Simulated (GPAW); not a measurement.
Some values are withheld and marked by numbers in brackets.

Tellurium (P3_121, 3 atoms a cell): one start, several treatments of the self-energy. Symmetry: P3_121, No. 152, trigonal system. The conventional cell has a = 4.454 Å, b = 4.454 Å, c = 5.924 Å, α = 90.00°, β = 90.00°, γ = 120.00°. Nearest to Te lie 2 Te at 2.86 Å. The calculation used DFT, PBE, plane waves, PAW (and 3 further levels or steps) in GPAW 26.7.0, with cutoff 450 eV, GPAW PAW setups 1.2.1 data release, 3×3×4 k-mesh, nbands 352 in one of its runs. The G0W0, Godby-Needs plasmon pole is 0.399 eV and the one-shot HSE06 is 0.566 eV. The G0W0, extrapolated in the cutoff is 0.438 eV. The one-shot Hartree-Fock is [1]. The G0W0, full frequency, Hilbert transform is 0.411 eV. The known limits are not at the basis limit; model gap, bands may invert with spin-orbit coupling; no spin-orbit coupling; coarse k mesh. It took 6 runs, 7.4 min in all on 4 MPI ranks of Intel Xeon Platinum 8559C (Emerald Rapids), shared host (the runs of this entry). The database entry behind the starting cell differs from later determinations by our own check (inner coordinate of an old entry). The cell and positions come from the Crystallography Open Database and are kept as given unless a step says otherwise. Limits: no spin-orbit coupling. Bands and cutoff are finite, so the gap is not at the basis limit. The miss can reach some tenths of an eV and take either sign; the mesh is an error of its own. With atoms this heavy and so narrow a gap, spin-orbit coupling can invert the bands. These scalar-relativistic gaps are then model values, not to be set against experiment, and a spin-orbit change taken from DFT can't simply be added.

Q: Give the missing entries.

[1] one-shot Hartree-Fock (Tellurium (P3_121, 3 atoms a cell)): 3.980 eV. Bare exchange alone opens the gap to 3.98 eV; against G0W0, correlation takes back 3.58 eV.

[Runs of the session that timed out or met a known fault of the program may be left out.]

[Hosts, paths, dates, database ids (printed as entryN), source tags and the programs' standing remarks are cut or masked in the printed files.]
